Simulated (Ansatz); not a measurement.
**Tl2Te (model cell, started as cuprite): a soft mode frozen in**

Which phase does Tl2Te (model cell, started as cuprite) fall into along its unstable mode, and how much energy does it gain?

Calculated with Ansatz 0.2.0; DFT PBEsol, scalar-relativistic, plane waves, PAW.

Report form: the programs' logs are mostly left out.

The structure was built from a prototype and need not be the compound's stable phase.

In doubt: the program warns that the response may not be converged on this k-mesh (step 2), which bears on dielectric and field responses.

## Step 1: Starting point

The structure is cubic, space group Pn-3m (No. 224). The conventional cell has a = 7.300 Å, b = 7.300 Å, c = 7.300 Å, α = 90.00°, β = 90.00°, γ = 90.00°. Te has 4 Tl at 3.16 Å nearest. Nearest to Tl lie 2 Te at 3.16 Å. Farther neighbours and most contacts between anions are not listed.

## Step 2: Phonons on a q mesh

The cell comes from relaxations at this level that are not shown. Stability and thermal properties need the whole zone. Linear response on a 2×2×2 q mesh gives force constants as far as a supercell of that size would.

The input, input.yaml:

```yaml
crystal:
  lattice:
    - [7.2996465413, 0.0, 0.0]
    - [0.0, 7.2996465413, 0.0]
    - [0.0, 0.0, 7.2996465413]
  atoms:
    - { symbol: Te, position: [0.0, 0.0, 0.0] }
    - { symbol: Te, position: [0.5, 0.5, 0.5] }
    - { symbol: Tl, position: [0.25, 0.25, 0.25] }
    - { symbol: Tl, position: [0.75, 0.75, 0.25] }
    - { symbol: Tl, position: [0.75, 0.25, 0.75] }
    - { symbol: Tl, position: [0.25, 0.75, 0.75] }
kpoints:
  mp_grid: { grid: [4, 4, 4] }
hamiltonian:
  xc: pbesol
scf:
  occupations: { method: gaussian, width: 0.01 }
output:
  eigenvalues: true
phonons:
  method: dfpt
  qmesh: [2, 2, 2]
  temperatures: { t_max: 1000, t_step: 50 }
  qpath:
    path:
      - [[0.0, 0.0, 0.0], [0.0, 0.5, 0.0], [0.5, 0.5, 0.0], [0.0, 0.0, 0.0], [0.5, 0.5, 0.5], [0.0, 0.5, 0.0]]
      - [[0.5, 0.5, 0.5], [0.5, 0.5, 0.0]]
    npoints: 10
```

Started as:

```console
$ ansatz run input.yaml --threads 8 --pin off --max-ram 14336MiB --backend cpu --events-out ev --progress --plain --runs-dir out
```

Run time: 2.5 min. Hardware: 8 threads of Arm Neoverse V2, shared host; peak memory 3.5 GiB; 19 min of CPU time.

This step gave:

```yaml
gap_on_the_k_mesh: 0.09567 eV
volume_per_atom: 64.83 Å³
sum_rule_residual_before_enforcement: 5.57e-5 eV/Å²
lowest_frequency_on_the_path: -55.34 cm⁻¹
point_group: m-3m
highest_frequency_on_the_path_or_at_a_solved_wavevector: 94.3 cm⁻¹
highest_optical_mode_at_the_zone_centre_no_lo_to_term: 75.76 cm⁻¹
lowest_optical_zone_centre_mode: -54.61 cm⁻¹
lowest_mode_on_the_q_mesh_acoustic_modes_at_gamma_apart: -55.34 cm⁻¹
```

Frequencies (cm⁻¹) solved at each irreducible wavevector; negative means imaginary. Frequencies by wavevector, by row:

| q in reciprocal lattice units | star | mode 1 | mode 2 | mode 3 | mode 4 | mode 16 | mode 17 | mode 18 |
| --- | --- | --- | --- | --- | --- | --- | --- | --- |
| 0 0 0 | 1 | -54.6 | -54.6 | -54.6 | -31.4 | 71.8 | 71.8 | 75.8 |
| 0 0 -0.5 | 3 | -33.6 | -33.6 | -28.7 | -28.7 | 69 | 86 | 86 |
| 0 -0.5 -0.5 | 3 | -30.4 | -30.4 | -24.3 | -24.3 | 73.5 | 82.1 | 82.1 |
| -0.5 -0.5 -0.5 | 1 | -55.3 | -55.3 | -55.3 | -34.7 | 78.8 | 78.8 | 78.8 |

Interpolated from a 2×2×2 q mesh, with the LO-TO term (at Γ the limit along the path; where Γ stands inside the path, tables give the limit on arrival). Phonon branches along the path, in cm⁻¹:

| point | branch 1 | branch 2 | branch 3 | branch 4 | branch 15 | branch 16 | branch 17 | branch 18 |
| --- | --- | --- | --- | --- | --- | --- | --- | --- |
| Γ | -55 | -55 | -31 | -31 | 72 | 72 | 76 | 84 |
| halfway | -44 | -44 | -31 | -31 | 71 | 71 | 82 | 85 |
| X | -34 | -34 | -29 | -29 | 69 | 69 | 86 | 86 |
| halfway | -30 | -30 | -29 | -29 | 73 | 73 | 84 | 84 |
| M | -30 | -30 | -24 | -24 | 74 | 74 | 82 | 82 |
| halfway | -39 | -37 | -30 | -29 | 72 | 74 | 80 | 87 |
| Γ | -55 | -55 | -31 | -31 | 72 | 72 | 76 | 84 |
| halfway | -40 | -40 | -31 | -26 | 66 | 75 | 75 | 94 |
| R | -55 | -55 | -55 | -35 | 79 | 79 | 79 | 79 |
| halfway | -40 | -34 | -33 | -30 | 57 | 76 | 79 | 92 |
| X | -34 | -34 | -29 | -29 | 69 | 69 | 86 | 86 |
| jump to R | -55 | -55 | -55 | -35 | 79 | 79 | 79 | 79 |
| halfway | -44 | -44 | -40 | -31 | 58 | 77 | 77 | 92 |
| M | -30 | -30 | -24 | -24 | 74 | 74 | 82 | 82 |

Symmetry leaves 4 wavevectors to solve. The lowest mode among them, the acoustic zeros apart, lies at q = (-0.5, -0.5, -0.5) and is imaginary, 55.3i cm⁻¹, so the energy falls along it.

## Step 3: The mode frozen in, largest atomic shift 0 Å

The mode followed lies at Γ with frequency 54.6i cm⁻¹ and is 3-fold degenerate, one of the unstable modes though not the softest. At small amplitude the distorted cell has space group no. 102 by a symmetry search on the positions. The undistorted cell that holds it gives the zero of energy on the same k mesh.

input.yaml, the sections that differ from step 2:

```yaml
output:
  forces: true
  stress: true
  eigenvalues: true
# crystal, kpoints, hamiltonian, scf: as in step 2
# phonons: removed
```

Run time: 1.5 s. Hardware: 8 threads; peak memory 1.1 GiB; 10 s of CPU time.

This step gave:

```
pressure                         : -0.006399 GPa
gap on the k-mesh                : 0.09559 eV
energy from the undistorted cell : 0 meV/atom
```

The run ends at a pressure of -0.01 GPa.

## Step 4: The mode frozen in, largest atomic shift 0.6 Å

The atoms are moved along the unstable eigenvector, the largest shift by 0.6 Å, with the cell fixed.

input.yaml, the sections that differ from step 3:

```yaml
crystal:
  lattice:
    - [7.2996465413, 0.0, 0.0]
    - [0.0, 7.2996465413, 0.0]
    - [0.0, 0.0, 7.2996465413]
  atoms:
    - { symbol: Te, position: [0.0821957607, 0.0, 0.0] }
    - { symbol: Te, position: [0.5821957607, 0.5, 0.5] }
    - { symbol: Tl, position: [0.2243414741, 0.2591976416, 0.2591976416] }
    - { symbol: Tl, position: [0.7243414741, 0.7591976416, 0.2408023584] }
    - { symbol: Tl, position: [0.7243414741, 0.2408023584, 0.7591976416] }
    - { symbol: Tl, position: [0.2243414741, 0.7408023584, 0.7408023584] }
# kpoints, hamiltonian, scf, output: as in step 3
```

It took 3.3 s on 8 threads; peak memory 1.1 GiB; 24 s of CPU time.

Numbers from this step:

| Property | Result |
| --- | --- |
| pressure | 0.3797 GPa |
| gap on the k-mesh | 0.4238 eV |
| energy from the undistorted cell | -23.97 meV/atom |

The energy, extrapolated to zero smearing, is -23.97 meV/atom against the undistorted cell.

The run ends at a pressure of 0.38 GPa, with forces up to 0.57 eV/Å.

## Step 5: Energy along the mode, all amplitudes (two of the runs are shown above)

An imaginary frequency means negative curvature, so the energy should fall and then rise again as anharmonic terms take over.

This step gave:

* depth at the lowest point sampled: 23.97 meV/atom
* largest atomic shift at that point: 0.6 Å

Table of energy from the parent by largest atomic shift:

| largest atomic shift (Å) | energy from the parent (meV/atom) |
| --- | --- |
| 0.000 | 0 |
| 0.040 | -0.485 |
| 0.080 | -1.73 |
| 0.140 | -4.51 |
| 0.220 | -9.08 |
| 0.320 | -15.0 |
| 0.450 | -21.0 |
| 0.600 | -24.0 |

Displacement at unit largest shift by atom:

| atom | x (Å) | y (Å) | z (Å) | size |
| --- | --- | --- | --- | --- |
| Te1 | 1.00 | 0.00 | 0.00 | 1.00 |
| Te2 | 1.00 | 0.00 | 0.00 | 1.00 |
| Tl3 | -0.31 | 0.11 | 0.11 | 0.35 |
| Tl4 | -0.31 | 0.11 | -0.11 | 0.35 |
| Tl5 | -0.31 | -0.11 | 0.11 | 0.35 |
| Tl6 | -0.31 | -0.11 | -0.11 | 0.35 |

The lowest of the steps tried is the last one, at 0.6 Å, 24.0 meV/atom below the parent; the bottom of the well need not coincide with a step.

## Step 6: Relaxation from the frozen mode

Starting from the lowest point found, all atoms and the cell are let go, so that strain and other modes of the same symmetry can join in.

Edit input.yaml of step 4 so:

```diff
@@ -22 +22,6 @@
   eigenvalues: true
+relax:
+  adjacent_minimum: "off"
+  f_tol: 0.002
+  max_steps: 120
+  cell: { stress_tol: 0.03 }
```

Elapsed: 47 s, on 8 threads; peak memory 1.2 GiB; 5.8 min of CPU time.

The steps of the relaxation:

| step | energy less that of the first step (eV) | largest force component (eV/Å) | pressure (GPa) | volume (Å³) |
| --- | --- | --- | --- | --- |
| 1 | 0.0000 | 0.3979 | 0.38 | 388.96 |
| 2 | -0.3409 | 0.2864 | -0.32 | 375.78 |
| 3 | -0.7365 | 0.2594 | -0.80 | 351.43 |
| 4 | -1.1965 | 0.2036 | -1.09 | 320.84 |
| 5 | -1.5679 | 0.1191 | -0.72 | 286.23 |
| 6 | -1.7133 | 0.1015 | 0.41 | 264.36 |
| 7 | -1.7785 | 0.1575 | 0.43 | 257.81 |
| 8 | -1.8372 | 0.0038 | 0.32 | 262.01 |
| 9 | -1.8375 | 0.0453 | -0.11 | 267.65 |
| 10 | -1.8404 | 0.0290 | 0.01 | 267.09 |
| 11 | -1.8413 | 0.0026 | 0.01 | 267.11 |
| 12 | -1.8413 | 0.0002 | 0.00 | 267.20 |
| 13* | -1.8355 | 0.0002 | -0.02 | 267.20 |

Relaxation steps marked * repeat the geometry before them on a plane-wave basis chosen anew for their cell, so energy and pressure can jump there.

The run keeps the 8 symmetry operations that it works with, so distortions that break them were not tested.

| cell as run | before | after | change |
| --- | --- | --- | --- |
| a (Å) | 7.300 | 5.765 | -21.0 % |
| b (Å) | 7.300 | 6.808 | -6.7 % |
| c (Å) | 7.300 | 6.808 | -6.7 % |
| volume (Å³/atom) | 64.83 | 44.53 | -31.3 % |

The atoms that moved most (Å, as changes of fractional coordinates times the final cell):

| atom | dx | dy | dz | length |
| --- | --- | --- | --- | --- |
| Tl3 | -0.273 | 0.446 | 0.446 | 0.688 |
| Tl5 | -0.273 | -0.446 | 0.446 | 0.688 |
| Tl4 | -0.273 | 0.446 | -0.446 | 0.688 |
| Tl6 | -0.273 | -0.446 | -0.446 | 0.688 |
| Te2 | 0.546 | 0.000 | 0.000 | 0.546 |
| Te1 | 0.546 | 0.000 | 0.000 | 0.546 |

The relaxed structure:

```xyz
6
Lattice="5.7646 0.0000 0.0000 0.0000 6.8082 0.0000 0.0000 0.0000 6.8082" Properties=species:S:1:pos:R:3 pbc="T T T"
Te    1.0201    0.0000    0.0000
Te    3.9024    3.4041    3.4041
Tl    1.0201    2.2108    2.2108
Tl    3.9024    5.6149    1.1933
Tl    3.9024    1.1933    5.6149
Tl    1.0201    4.5974    4.5974
```

This step gave:

```
pressure          : -0.02330 GPa
volume per atom   : 44.53 Å³
gap on the k-mesh : 0 eV
```

The distorted start has space group P4_2nm; the relaxation ends in P4_2/mnm.

## Step 7: The new phase in its own primitive cell

The relaxed structure is symmetrised, reduced to its primitive cell and relaxed tightly, as its phonons need.

The input, input.yaml:

```yaml
crystal:
  lattice:
    - [6.8082363805, 0.0, 0.0]
    - [0.0, 6.8082363805, 0.0]
    - [0.0, 0.0, 5.7645768026]
  atoms:
    - { symbol: Te, position: [0.0, 0.0, 0.0] }
    - { symbol: Te, position: [0.5, 0.5, 0.5] }
    - { symbol: Tl, position: [0.3247266437, 0.3247266437, 0.0] }
    - { symbol: Tl, position: [0.8247266437, 0.1752733563, 0.5] }
    - { symbol: Tl, position: [0.1752733563, 0.8247266437, 0.5] }
    - { symbol: Tl, position: [0.6752733563, 0.6752733563, 0.0] }
kpoints:
  mp_grid: { grid: [6, 6, 6] }
hamiltonian:
  xc: pbesol
scf:
  occupations: { method: gaussian, width: 0.01 }
output:
  forces: true
  stress: true
  eigenvalues: true
relax:
  adjacent_minimum: "off"
  f_tol: 0.001
  max_steps: 60
  cell: { stress_tol: 0.01 }
```

Wall time 20 s (8 threads); peak memory 1.1 GiB; 2.5 min of CPU time.

Relaxation path:

| step | energy less that of the first step (eV) | largest force component (eV/Å) | pressure (GPa) | volume (Å³) |
| --- | --- | --- | --- | --- |
| 1 | 0.0000 | 0.0067 | -0.13 | 267.20 |
| 2 | -0.0012 | 0.0082 | -0.09 | 265.90 |
| 3 | -0.0022 | 0.0336 | 0.02 | 261.74 |
| 4 | -0.0030 | 0.0145 | 0.04 | 261.72 |
| 5 | -0.0031 | 0.0004 | 0.00 | 262.69 |
| 6* | -0.0024 | 0.0004 | 0.00 | 262.69 |

Relaxation steps marked * repeat the geometry before them on a plane-wave basis chosen anew for their cell, so energy and pressure can jump there.

The run keeps the 16 symmetry operations that it works with, so distortions that break them were not tested.

| conventional cell, symmetrised | before | after | change |
| --- | --- | --- | --- |
| a (Å) | 6.808 | 6.749 | -0.9 % |
| b (Å) | 6.808 | 6.749 | -0.9 % |
| c (Å) | 5.765 | 5.768 | +0.1 % |
| volume (Å³/atom) | 44.53 | 43.78 | -1.7 % |

Final coordinates:

```cif
data_structure
_symmetry_space_group_name_H-M 'P 1'
_symmetry_Int_Tables_number 1
_cell_length_a 6.7487
_cell_length_b 6.7487
_cell_length_c 5.7676
_cell_angle_alpha 90.000
_cell_angle_beta 90.000
_cell_angle_gamma 90.000
_cell_volume 262.69
loop_
_atom_site_label
_atom_site_type_symbol
_atom_site_fract_x
_atom_site_fract_y
_atom_site_fract_z
_atom_site_occupancy
Te1 Te 0.00000 0.00000 0.00000 1
Te2 Te 0.50000 0.50000 0.50000 1
Tl3 Tl 0.32569 0.32569 0.00000 1
Tl4 Tl 0.82569 0.17431 0.50000 1
Tl5 Tl 0.17431 0.82569 0.50000 1
Tl6 Tl 0.67431 0.67431 0.00000 1
```

Numbers from this step:

```yaml
pressure: -0.004402 GPa
volume_per_atom: 43.78 Å³
```

The largest force component left is 0.43 meV/Å and the pressure is -0.004 GPa, within the tolerances set. The cell now holds 43.78 Å³/atom.

## Step 8: Modes of the new phase, k-mesh 6×6×6

A relaxed structure may still be a saddle point, so its zone-centre modes are computed. No field response is asked, since the mesh shows no gap.

The input, input.yaml:

```yaml
crystal:
  lattice:
    - [6.7487276025, 0.0, 0.0]
    - [0.0, 6.7487276025, 0.0]
    - [0.0, 0.0, 5.7676234058]
  atoms:
    - { symbol: Te, position: [0.0, 0.0, 0.0] }
    - { symbol: Te, position: [0.5, 0.5, 0.5] }
    - { symbol: Tl, position: [0.325687188, 0.325687188, 0.0] }
    - { symbol: Tl, position: [0.825687188, 0.174312812, 0.5] }
    - { symbol: Tl, position: [0.174312812, 0.825687188, 0.5] }
    - { symbol: Tl, position: [0.674312812, 0.674312812, 0.0] }
kpoints:
  mp_grid: { grid: [6, 6, 6] }
hamiltonian:
  xc: pbesol
scf:
  occupations: { method: gaussian, width: 0.01 }
output:
  eigenvalues: true
phonons:
  method: dfpt
```

Elapsed: 60 s, on 8 threads; peak memory 3.5 GiB.

This step gave:

```yaml
sum_rule_residual_before_enforcement: 8.74e-5 eV/Å²
point_group: 4/mmm
highest_optical_mode_at_the_zone_centre_no_lo_to_term: 78.48 cm⁻¹
lowest_optical_zone_centre_mode: -92.64 cm⁻¹
```

Without the LO-TO term. Patterns of degenerate modes are one choice out of their space. The modes at Γ (shares of kinetic energy by element, %) (negative means imaginary):

| mode | frequency (cm⁻¹) | symmetry | Te % | Tl % |
| --- | --- | --- | --- | --- |
| 1 | -92.6 | Eu | 52 | 48 |
| 2 | -92.6 | Eu | 52 | 48 |
| 3 | -85.1 | B1u | 97 | 3 |
| 4 | -46.1 | A2g | 0 | 100 |
| 5 | -33.8 | B1g | 0 | 100 |
| 6 | 0.0 | acoustic | 24 | 76 |
| 7 | 0.0 | acoustic | 24 | 76 |
| 8 | 0.0 | acoustic | 24 | 76 |
| 9 | 41.0 | Eg | 0 | 100 |
| 10 | 41.0 | Eg | 0 | 100 |
| 11 | 47.6 | Eu | 81 | 19 |
| 12 | 47.6 | Eu | 81 | 19 |
| 13 | 49.3 | B1u | 3 | 97 |
| 14 | 49.5 | B2g | 0 | 100 |
| 15 | 71.9 | Eu | 43 | 57 |
| 16 | 71.9 | Eu | 43 | 57 |
| 17 | 76.1 | A1g | 0 | 100 |
| 18 | 78.5 | A2u | 76 | 24 |

Displacements in mode 2 (-92.6 cm⁻¹), the largest set to 1:
```
Te1  0.00  0.90  0.00
Te2 -0.44  1.00  0.00
Tl3  0.50 -0.40  0.00
Tl4 -0.36 -0.19  0.00
Tl5 -0.36 -0.19  0.00
Tl6  0.50 -0.40  0.00
```

Displacements in mode 18 (78.5 cm⁻¹), the largest set to 1:
```
Te1  0.00  0.00  1.00
Te2  0.00  0.00  1.00
Tl3  0.00  0.00 -0.31
Tl4  0.00  0.00 -0.31
Tl5  0.00  0.00 -0.31
Tl6  0.00  0.00 -0.31
```

Before it was imposed, the acoustic sum rule was missed by 8.7e-5 eV/Å². Small misses are needed for a sound result but don't prove that mesh and cutoff are converged. The lowest optical mode is imaginary, 92.6i cm⁻¹, so the energy falls along it.

## Step 9: What came out

| Quantity | Value |
| --- | --- |
| unstable mode of the parent | q = (0, 0, 0), 55i cm⁻¹ |
| depth at the lowest point sampled | 24.0 meV/atom |
| largest atomic shift at that point | 0.6 Å |
| space group reached (within 0.01 Å) | P4_2/mnm |
| energy gained over the parent (first relaxation, on the mesh of the frozen mode) | 330 meV/atom |
| volume per atom, phase reached | 43.8 Å³ |
| lowest optical zone-centre mode, phase reached | -92.6 cm⁻¹ |
| highest optical mode at the zone centre (no LO-TO term), phase reached | 78.5 cm⁻¹ |

In words: Along this mode the structure falls into P4_2/mnm, 330 meV/atom below the parent. At the parent's cell the well is 23.97 meV/atom deep on the steps tried, with its lowest point at a shift of 0.6 Å. That is the last step tried, so the steps alone don't bracket the bottom of the well. Relaxing atoms and cell changes the gain by +305.90 meV/atom against the lowest step (energies at zero smearing). Most of the total comes from this relaxation. The new phase still has an imaginary mode at the zone centre of its cell, so it is a saddle point on the way to a lower structure. Of the 6 patterns followed to their end from this parent, this one ends 253 meV/atom above the lowest, P4/nmm. Each path keeps the symmetry of its pattern, so a lower phase may lie along a pattern not tried. With no gap, or one that is small against the smearing, the frequencies hang on the k mesh and the smearing, most of all near Kohn anomalies. The program warns that the interpolation holds no quadrupole term, so branches close to Γ can be off in this crystal. In at least one run the field response is not settled by the k meshes in reach, so its dielectric tensor, Born charges and longitudinal modes are rough. The volume moved by more than a tenth on the k mesh of the start, so the energy gain is rough. Spin-orbit coupling is left out, which can matter for the heavy elements here. The starting cell was built on a prototype and not taken from a measurement, so the phase need not exist.

[Logs are printed without paths, hosts, clocks, repeated set-up lines and the standing remarks that a program may print on its own settings, such as how far it seeks lower states.]

[Hosts, paths, dates, database ids (printed as entryN), source tags and the programs' standing remarks are cut or masked in the printed files.]
